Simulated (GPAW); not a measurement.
# A GW chain in GPAW: CsPbCl3 (Pm-3m), part 2 of 2

Aim: the G0W0 gap of CsPbCl3 (Pm-3m) on PBE, step by step.

GPAW 26.7.0; PBE and many-body steps on it, plane waves. Known limits of the many-body steps: not at the basis limit; no spin-orbit coupling.

So far. Step 3 (Bands along the symmetry lines): The gap is 1.868 eV, as in the run before at this level. Step 4 (Empty states on the mesh, 4×4×4 mesh, 296 bands): On this mesh the gap is 1.868 eV.

### 5. Screening and self-energy, 4×4×4 mesh, 286 bands, screening to 80 eV

G0W0 replaces the xc potential by the self-energy, built once from these orbitals. Only a window of levels is corrected, while the sums run over the empty bands that the input names.

This step: G0W0 on PBE, plane waves, PAW.

Contents of run.py:

```python
import json
import numpy as np
from gpaw.mpi import world
from gpaw.response.g0w0 import G0W0

gw = G0W0('full.gpw',
    filename='gw',
    kpts=[0, 9],
    bands=(20, 24),
    ecut=80,
    nbands=286,
    integrate_gamma='WS',
    ppa=True)
gw.calculate()
res = {mode: {k: v for k, v in r.items() if k != 'sigma_eskwn'}
       for mode, r in gw.all_results.items()}

if world.rank == 0:
    with open('result.json', 'w') as f:
        json.dump(res, f, default=lambda x: x.tolist())
```

Launch:

```bash
mpirun -n 4 gpaw python run.py
```

Numbers of over 12 decimals in the logs are rounded to 6 here.

What it wrote:

```text
Using integrator: PointIntegrator
FrequencyGridDescriptor(from 0.000+0.000j to 0.000+27.211j eV, 2 points)
Nonperiodic BCs:  [False False False]
Using integrator: PointIntegrator
FrequencyGridDescriptor(from 0.000+0.000j to 0.000+27.211j eV, 2 points)
Nonperiodic BCs:  [False False False]
  ___  _ _ _
 |   || | | |
 | | || | | |
 |__ ||_____|
 |___|

BZ k-points: Symmetries present (total): 48

  [... matrices ...]
64 k-points: 4 x 4 x 4 Monkhorst-Pack grid + [1/8,1/8,1/8]
10 k-points in the irreducible part of the Brillouin zone
       k-points in crystal coordinates                weights
   0:     0.00000000    0.00000000    0.00000000          1/64
   1:     0.25000000    0.00000000    0.00000000          6/64
   2:     0.25000000    0.25000000    0.00000000         12/64
   3:     0.25000000    0.25000000    0.25000000          8/64
   4:     0.50000000    0.00000000    0.00000000          3/64
   5:     0.50000000    0.25000000    0.00000000         12/64
   6:     0.50000000    0.25000000    0.25000000         12/64
   7:     0.50000000    0.50000000    0.00000000          3/64
   8:     0.50000000    0.50000000    0.25000000          6/64
   9:     0.50000000    0.50000000    0.50000000          1/64

Distributing spins, k-points and bands (1 x 2 x 4) over 4 processes
Number of blocks: 1

Quasi particle states:
k-points (IBZ indices): [0, 9]
Band range: (20, 24)
  [... matrices ...]
Computational parameters:
Plane wave cut-off: 80 eV
Number of bands: 286
Coulomb cutoff: None
Broadening: 0.1 eV

fxc modes: GW
Kernel: RPA
Using Godby-Needs plasmon-pole approximation:
  Fitting energy: i*E0, E0 = 1.000 Hartree
Summing all q:

Calculating screened Coulomb potential
No Coulomb truncation
FrequencyGridDescriptor(from 0.000+0.000j to 0.000+27.211j eV, 2 points)
Removing empty qpoint cache files...

Calculating chi0 body with:
    Ground state adapter containing:
    Number of spins: 1
    Number of kpoints: 64
    Number of irreducible kpoints: 10
    Number of completely occupied states: 22
    Number of partially occupied states: 22
    Occupied states memory: 7.369140625 M / cpu

    Linear response parametrization:
    q_c: [0.0, 0.0, 0.0]
    Number of frequency points: 2
    Planewave cutoff: 80.0
    Number of bands: 286
    Number of planewaves: 257
    Broadening (eta): 1e-06
    comm.size: 4
    kncomm.size: 4
    blockcomm.size: 1

    Memory estimate of potentially large arrays:
        chi0_wGG: 2.015656 M / cpu
Integrating chi0 body.

Symmetries of q_c:
    Direct symmetries (Uq -> q): 48
    Indirect symmetries (TUq -> q): 0
In total 48 allowed symmetries.

  [... matrices ...]
10 groups of equivalent kpoints. 84.375% reduction.

Integral kind: response function
Integrating chi0 head and wings.

Symmetries of q_c:
    Direct symmetries (Uq -> q): 48
    Indirect symmetries (TUq -> q): 0
In total 48 allowed symmetries.

  [... matrices ...]
10 groups of equivalent kpoints. 84.375% reduction.

Integral kind: response function wings

Calculating chi0 body with:
    Ground state adapter containing:
    Number of spins: 1
    Number of kpoints: 64
    Number of irreducible kpoints: 10
    Number of completely occupied states: 22
    Number of partially occupied states: 22
    Occupied states memory: 7.369140625 M / cpu

    Linear response parametrization:
[... the further q-points ...]

Results:
f:      Occupation numbers
eps:     KS-eigenvalues [eV]
vxc:     KS vxc [eV]
exx:     Exact exchange [eV]
sigma:   Self-energies [eV]
dsigma:  Self-energy derivatives
Z:       Renormalization factors
qp:      QP-energies [eV]

k-point 0 (0): (0.000, 0.000, 0.000)                GW
band       f     eps     vxc     exx   sigma  dsigma       Z      qp
                                                                   GW
  20   1.000   0.512 -16.244 -20.617   2.882  -0.275   0.784  -0.658
  21   1.000   0.512 -16.244 -20.617   2.882  -0.275   0.784  -0.658
  22   0.000   6.400  -7.392  -3.753  -3.210  -0.166   0.858   6.768
  23   0.000   7.332  -7.264  -3.491  -3.127  -0.163   0.860   7.887

k-point 1 (9): (0.500, 0.500, 0.500)                GW
band       f     eps     vxc     exx   sigma  dsigma       Z      qp
                                                                   GW
  20   1.000   0.834 -16.525 -20.882   2.877  -0.274   0.785  -0.328
  21   1.000   3.094 -18.661 -20.206   1.090  -0.237   0.809   2.727
  22   0.000   4.962 -11.691  -7.935  -3.024  -0.201   0.832   5.571
  23   0.000   4.962 -11.691  -7.935  -3.024  -0.201   0.832   5.571
```

Wall time 2.9 min (4 MPI ranks of Intel Xeon 6975P-C (Granite Rapids), shared host); peak memory 2 GiB; 12 min of CPU time.

This step gave:

```yaml
g0w0_gap_on_the_points_computed: 2.844 eV
least_direct_g0w0_gap_on_the_computed_points: 2.844 eV
z_at_the_valence_top: 0.8086
z_at_the_conduction_bottom: 0.8325
starting_gap_on_the_mesh: 1.868 eV
k_of_the_valence_top: 0.5, 0.5, 0.5
k_of_the_conduction_bottom: 0.5, 0.5, 0.5
```

The gap on the mesh goes from 1.87 eV to 2.84 eV, a correction of +0.98 eV.

Limits: finite bands, cutoff and mesh; no spin-orbit coupling. v1 is the top filled band, c1 the lowest empty one. The levels before and after the correction (eV, zero at the valence-band top of each column):

|  | conduction bottom | valence top |
| --- | --- | --- |
| Kohn-Sham | 1.87 | 0.00 |
| G0W0 | 2.84 | 0.00 |

|  | level | energy (eV) |
| --- | --- | --- |
| Kohn-Sham | (0.5 0.5 0.5) v2 | -2.261 |
| Kohn-Sham | (0.5 0.5 0.5) v1 | 0.000 |
| Kohn-Sham | (0.5 0.5 0.5) c1-c2 | 1.868 |
| G0W0 | (0.5 0.5 0.5) v2 | -3.054 |
| G0W0 | (0.5 0.5 0.5) v1 | 0.000 |
| G0W0 | (0.5 0.5 0.5) c1-c2 | 2.844 |

### 6. Where the time went

Times are wall times on 4 MPI ranks of Intel Xeon 6975P-C (Granite Rapids), shared host, good to a factor of about two.

| step | time | share | memory (GiB) |
| --- | --- | --- | --- |
| ground state | 7.3 s | 3 % | 0.72 |
| bands along the symmetry lines | 18 s | 6 % | 0.95 |
| empty states on the mesh | 85 s | 30 % | 5.3 |
| screening and self-energy | 2.9 min | 61 % | 2.0 |

### 7. Summary of results

- PBE gap: 1.87 eV, direct
- G0W0 gap on the mesh: 2.84 eV
- GW settings: 4×4×4 mesh, 286 bands, screening to 80 eV, Godby-Needs plasmon pole
- known limits: not at the basis limit; no spin-orbit coupling

**Reading.** G0W0 moves the gap on the mesh from 1.87 eV to 2.84 eV (+0.98 eV), with Z of 0.81 and 0.83 at the edges. Only 2 of the mesh's irreducible points were corrected, so a valley elsewhere could overtake. The dearest step here is «screening and self-energy». Bands and cutoff are finite, so the gap is not at the basis limit. The miss can reach some tenths of an eV and take either sign; the mesh is an error of its own. These stock PAW sets were not made for GW. In the G0W0 run levels were corrected at 2 k points alone, so a gap called «on the mesh» is the least over those, and an edge elsewhere would be missed. Where an edge is built on 6p states of lead, bismuth or thallium, scalar-relativistic gaps usually stand too wide, by a few tenths to over one eV. This is the ideal cubic cell; many perovskites, halides above all, are cubic only on average, and local tilts or off-centring can widen the gap. The many-body steps are scalar-relativistic: spin-orbit coupling is not in them.

[Paths, hosts, dates, memory and timing lines, banners, echoed tables and standing remarks are left out of the program output.]

[Logs are printed without paths, hosts, clocks, repeated set-up lines and the standing remarks that a program may print on its own settings, such as how far it seeks lower states.]

[Runs of the session that timed out or met a known fault of the program may be left out.]

[Hosts, paths, dates, database ids (printed as entryN), source tags and the programs' standing remarks are cut or masked in the printed files.]
